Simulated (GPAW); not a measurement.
# Collinear magnetic orders of 1 ML Co on Os(0001), fcc site, 2 substrate layers with GPAW

Wanted: the moments of 1 ML Co on Os(0001), fcc site, 2 substrate layers and the energy of each order that was tried.

Calculated with GPAW 26.7.0; PBE; plane waves with GPAW's PAW setups, scalar-relativistic.

### 1. Set-up

The cell holds 3 atoms: 2 Os and 1 Co. Cell: a = 2.734 Å, b = 2.734 Å, c = 18.247 Å, α = 90.0°, β = 90.0°, γ = 120.0°. pseudomorphic film on the substrate's lattice, hard-sphere layer spacings, unrelaxed, 14 A of vacuum. Vacuum lies along c.

Structure file:

```cif
data_structure
_symmetry_space_group_name_H-M 'P 1'
_symmetry_Int_Tables_number 1
_cell_length_a 2.7341
_cell_length_b 2.7341
_cell_length_c 18.2472
_cell_angle_alpha 90.000
_cell_angle_beta 90.000
_cell_angle_gamma 120.000
_cell_volume 118.13
loop_
_atom_site_label
_atom_site_type_symbol
_atom_site_fract_x
_atom_site_fract_y
_atom_site_fract_z
_atom_site_occupancy
Os1 Os 0.00000 0.00000 0.38362 1
Os2 Os 0.66667 0.33333 0.50199 1
Co3 Co 0.33333 0.66667 0.61638 1
```

### 2. Order 1, typed as ferro +

Parallel moments need no larger cell; this start tests for a ferromagnetic state only.

File order1.py:

```python
import json
import numpy as np
from ase import Atoms
from ase.parallel import paropen, parprint
from gpaw import GPAW

atoms = Atoms(['Os', 'Os', 'Co'],
    cell=[[2.7341, 0.0, 0.0],
         [-1.36705, 2.3678, 0.0],
         [0.0, 0.0, 18.247237]],
    scaled_positions=[[0.0, 0.0, 0.38362],
         [0.666667, 0.333333, 0.501986],
         [0.333333, 0.666667, 0.61638]],
    pbc=True,
    magmoms=[0.0, 0.0, 2.0])
atoms.calc = GPAW(mode={'name': 'pw', 'ecut': 550},
    xc='PBE',
    kpts={'size': (14, 14, 1), 'gamma': True},
    occupations={'name': 'fermi-dirac', 'width': 0.1},
    convergence={'density': 1e-05, 'energy': 1e-05},
    maxiter=200,
    mixer={'name': 'pulay', 'beta': 0.05, 'nmaxold': 8, 'weight': 1},
    symmetry={'tolerance': 1e-4},
    txt='order1.txt')
e = atoms.get_potential_energy(force_consistent=True)
res = {'free_energy': e, 'energy_sigma0': atoms.get_potential_energy(), 'fermi_energy': atoms.calc.get_fermi_level()}
res['moments'] = atoms.get_magnetic_moments().tolist()
res['total'] = atoms.get_magnetic_moment()
parprint('site moments (muB):', np.round(res['moments'], 3))
parprint(f"total moment: {res['total']:.3f} muB")
parprint(f'free energy: {e:.6f} eV')
atoms.calc.write('order1.gpw')
with paropen('results.json', 'w') as f:
    json.dump(res, f)
```

Run with:

```bash
$ OMP_NUM_THREADS=1 mpirun -n 4 gpaw python order1.py > order1.log
```

Numbers of over 12 decimals in the logs are rounded to 6 here.

What it wrote:

```text
site moments (muB): [-0.191  0.005  1.65 ]
total moment: 1.409 muB
free energy: -28.150134 eV

--- order1.txt ---
Input parameters:
  mode=PW(ecut=550),
  convergence={'density': 1e-05, 'energy': 1e-05},
  kpts=MonkhorstPack(size=(14, 14, 1), gamma=True),
  maxiter=200,
  mixer=Pulay(name='pulay', nmaxold=8, beta=0.05, weight=1, sigma=0.015, g_ss=None),
  occupations=Occupations(name='fermi-dirac', width=0.1),
  symmetry=Symmetry(tolerance=0.0001),
  xc=XC(name='PBE')

Diagonalizing LCAO Hamiltonian
Converting LCAO to pw mode

        Co

           Os

       Os

Atoms  # Å, Bohr magnetons
|   | symbol |         x |        y |         z |    initial magnetic moments |
|---|--------|-----------|----------|-----------|-----------------------------|
| 0 |     Os |  0.000000 | 0.000000 |  7.000005 | ( 0.0000,  0.0000,  0.0000) |
| 1 |     Os |  1.367051 | 0.789266 |  9.159858 | ( 0.0000,  0.0000,  0.0000) |
| 2 |     Co | -0.000001 | 1.578534 | 11.247232 | ( 0.0000,  0.0000,  2.0000) |

Unit cell  # Å
| periodic |         x |        y |         z |   lengths |     angles |
|----------|-----------|----------|-----------|-----------|------------|
|      yes |  2.734100 | 0.000000 |  0.000000 |  2.734100 |  90.000000 |
|      yes | -1.367050 | 2.367800 |  0.000000 |  2.734100 |  90.000000 |
|      yes |  0.000000 | 0.000000 | 18.247237 | 18.247237 | 120.000001 |

Number of symmetries: 6

BZ-sampling:
  Number of BZ points: 196
  Number of IBZ points: 24

  Monkhorst-Pack size: [14, 14, 1]
  Monkhorst-Pack shift: [0.035714, 0.035714, 0.0]

K-points  # in reciprocal-cell coordinates
|     |                                coordinates |     weight |
|-----|--------------------------------------------|------------|
|   0 | (  0.00000000,   0.00000000,   0.00000000) | 0.00510204 |
|   1 | (  0.07142857,   0.00000000,   0.00000000) | 0.03061224 |
|   2 | (  0.14285714,  -0.07142857,   0.00000000) | 0.03061224 |
|   3 | (  0.14285714,   0.00000000,   0.00000000) | 0.03061224 |
|   4 | (  0.21428571,  -0.07142857,   0.00000000) | 0.06122449 |
|   5 | (  0.21428571,   0.00000000,   0.00000000) | 0.03061224 |
|   6 | (  0.28571429,  -0.14285714,   0.00000000) | 0.03061224 |
|   7 | (  0.28571429,  -0.07142857,   0.00000000) | 0.06122449 |
|   8 | (  0.28571429,   0.00000000,   0.00000000) | 0.03061224 |
|   9 | (  0.35714286,  -0.14285714,   0.00000000) | 0.06122449 |
| ... |                                            |            |
|  23 | (  0.50000000,   0.50000000,   0.00000000) | 0.01530612 |

Plane wave coefficients: 3492
Cutoff: 550.0 eV

Spin-components: 2 (collinear spins)
Bands:           28
Projectors:      18
Spin-degeneracy: 1
Datatype:        complex128

Parallelization:
  kpt:    4
  domain: 1
  band:   1

Density:
  Valence electrons: 37.0
  Components: 2
  Grid points: [ 15  15 100]
  Charge: 0.0  # |e|

Potential:
  Grid points: [ 15  15 100]

species:
  Os:
    name:    Osmium
    Z:       76.0
    valence: 14
    core:    62
    charge:  0.0  # [|e|]
    compensation charges:
      type: gauss
      rc: 0.39  # [Å]
      lmax: 2
    cutoffs:
      filter: 2.36  # [Å]
      core: 2.55  # [Å]
    projectors
    | kind |    occ | energy [eV] | rcut [Å] |
    |------|--------|-------------|----------|
    |   6s |  2.000 |      -6.125 |    1.349 |
    |   5p |  6.000 |     -50.878 |    1.397 |
    |   6p |  0.000 |      -1.276 |    1.397 |
    |   5d |  6.000 |      -6.274 |    1.244 |
    |    s |        |      21.086 |    1.349 |
    |    d |        |      20.938 |    1.244 |

    Using partial waves for Os as LCAO basis

  Co:
    name:    Cobalt
    Z:       27.0
    valence: 9
    core:    18
    charge:  0.0  # [|e|]
    compensation charges:
      type: gauss
      rc: 0.32  # [Å]
      lmax: 2
    cutoffs:
      filter: 1.87  # [Å]
      core: 2.55  # [Å]
    projectors
    | kind |    occ | energy [eV] | rcut [Å] |
    |------|--------|-------------|----------|
    |   4s |  2.000 |      -5.469 |    1.005 |
    |   4p |  0.000 |      -1.277 |    1.058 |
    |   3d |  7.000 |      -8.205 |    1.005 |
    |    s |        |      21.742 |    1.005 |
    |    p |        |      25.934 |    1.058 |
    |    d |        |      19.007 |    1.005 |

    Using partial waves for Co as LCAO basis

Reference energy: -975750.623983  # eV

eigensolver:
  PPCG
  Converge bands: occupied
  niter=2

density mixing:
  Pulay-Mixer
  Linear mixing parameters: 0.05
  Old densities: 8
  No metric

occupation numbers:
  Fermi-Dirac:
    width: 0.1000  # eV

poisson solver:
  ecut: 4400.0  # eV

xc functional:
  name: PBE with 2 nearest neighbor stencil

convergence criteria:
- Maximum integral of absolute [dens]ity change: 1e-05 electrons / valence electron
- Maximum [total energy] change in last 3 cyles: 1e-05 eV / valence electron
- Maximum integral of absolute [eigenst]ate change: 4e-08 eV^2 / valence electron
maximum number of iterations: 200

SCF iterations
|iter     |      energy | eigst |  dens |  magmom |
|---------|-------------|-------|-------|---------|
|iter:   1|       0s |  -30.317800 | +0.35 |       |  +2.0018|
|iter:   2|       1s |  -33.962009 | -0.75 | -0.80 |  +1.9251|
|iter:   3|       2s |  -29.593462 | -0.91 | -0.68 |  +1.9364|
|iter:   4|       3s |  -28.270518 | -1.04 | -0.86 |  +1.6591|
|iter:   5|       4s |  -28.114220 | -1.87 | -1.28 |  +1.7132|
|iter:   6|       5s |  -28.141203 | -2.36 | -1.40 |  +1.7322|
|iter:   7|       6s |  -28.043780 | -2.15 | -1.32 |  +1.6103|
|iter:   8|       7s |  -28.057700 | -2.60 | -1.68 |  +1.5763|
|iter:   9|       8s |  -28.059375 | -3.39 | -1.67 |  +1.5374|
|iter:  10|       9s |  -28.103713 | -2.38 | -1.83 |  +1.4247|
[... 14 iterations left out ...]
|iter:  25|      22s |  -28.088848c| -7.99c| -3.85 |  +1.4082|
|iter:  26|      23s |  -28.088819c| -6.50 | -3.87 |  +1.4086|
|iter:  27|      24s |  -28.088851c| -6.70 | -3.69 |  +1.4090|
|iter:  28|      25s |  -28.088843c| -7.59c| -4.38 |  +1.4090|
|iter:  29|      25s |  -28.088844c| -7.84c| -4.53 |  +1.4090|
|iter:  30|      26s |  -28.088844c| -7.96c| -4.67 |  +1.4091|
|iter:  31|      26s |  -28.088842c| -8.22c| -4.75 |  +1.4091|
|iter:  32|      27s |  -28.088844c| -7.65c| -4.81 |  +1.4091|
|iter:  33|      27s |  -28.088843c| -8.02c| -4.91 |  +1.4092|
|iter:  34|      28s |  -28.088843c| -8.38c| -5.12c|  +1.4092|

Converged in 34 steps
Energy contributions relative to reference atoms: (reference = -975750.623983)

Energy contributions:
  Kinetic:          -2.464092
  Coulomb:          -0.193249
  Zero:             -0.381353
  External:          0.000000
  Xc:              -24.988857
  Entropy:          -0.122583
  Spinorbit:         0.000000
  ----------------------------
  Free energy:     -28.150134
  Extrapolated:    -28.088843

dipole moment: (-3.192622, -9.416585, 0.030690)  # |e|*Ang

Total magnetic moment: (0.000000, 0.000000, 1.409171)

Local magnetic moments
|        x |        y |         z |
|----------|----------|-----------|
| 0.000000 | 0.000000 | -0.190850 |  # Os   0
| 0.000000 | 0.000000 |  0.004959 |  # Os   1
| 0.000000 | 0.000000 |  1.649658 |  # Co   2

Fermi level: 1.513
Eigenvalues  # (at kpt = [0.000, 0.000, 0.000])
| band index |      eig [eV] | occ [0-1] |      eig [eV] | occ [0-1] |
|------------|---------------|-----------|---------------|-----------|
|          0 |       -44.750 |     1.000 |       -44.801 |     1.000 |
|        ... |               |           |               |           |
|         11 |        -1.323 |     1.000 |        -1.309 |     1.000 |
|         12 |        -1.006 |     1.000 |        -0.903 |     1.000 |
|         13 |        -0.918 |     1.000 |        -0.903 |     1.000 |
|         14 |        -0.918 |     1.000 |         0.168 |     1.000 |
|         15 |        -0.632 |     1.000 |         0.682 |     1.000 |
|         16 |        -0.632 |     1.000 |         0.682 |     1.000 |
|         17 |         0.264 |     1.000 |         1.011 |     0.993 |
|         18 |         0.264 |     1.000 |         1.624 |     0.248 |
|         19 |         0.559 |     1.000 |         1.624 |     0.248 |
|         20 |         1.593 |     0.309 |         1.730 |     0.103 |
|         21 |         1.593 |     0.309 |         1.730 |     0.102 |
|         22 |         1.998 |     0.008 |         2.020 |     0.006 |
|         23 |         3.112 |     0.000 |         3.114 |     0.000 |
|         24 |         3.112 |     0.000 |         3.114 |     0.000 |
|         25 |         5.977 |     0.000 |         6.013 |     0.000 |
|         26 |         6.594 |     0.000 |         6.609 |     0.000 |
|         27 |         7.638 |     0.000 |         7.684 |     0.000 |

No gap
No difference between direct/indirect transitions
```

Run time: 33 s. Hardware: 4 MPI ranks of AMD EPYC 9R14 (Zen 4), shared host; peak memory 0.91 GiB.

Spin moment in the augmentation sphere by atom:

| atom | spin moment in the augmentation sphere (μB) |
| --- | --- |
| Os1 | -0.19 |
| Os2 | 0.00 |
| Co3 | 1.65 |

Numbers from this step:

```yaml
magnetization: 1.409 μB
final_state: ferromagnetic
```

After 34 cycles the largest moment stands at 1.65 μB.

[end of part 1 of 2]

[Logs and program files are shortened in this print: banners, set-up blocks, solver, clock and traceback lines can be left out without a mark of their own.]

[Logs are printed without paths, hosts, clocks, repeated set-up lines and the standing remarks that a program may print on its own settings, such as how far it seeks lower states.]

[Hosts, paths, dates, database ids (printed as entryN), source tags and the programs' standing remarks are cut or masked in the printed files.]

[Where a cell is said to come from a database of computed structures, the database is the Materials Project.]
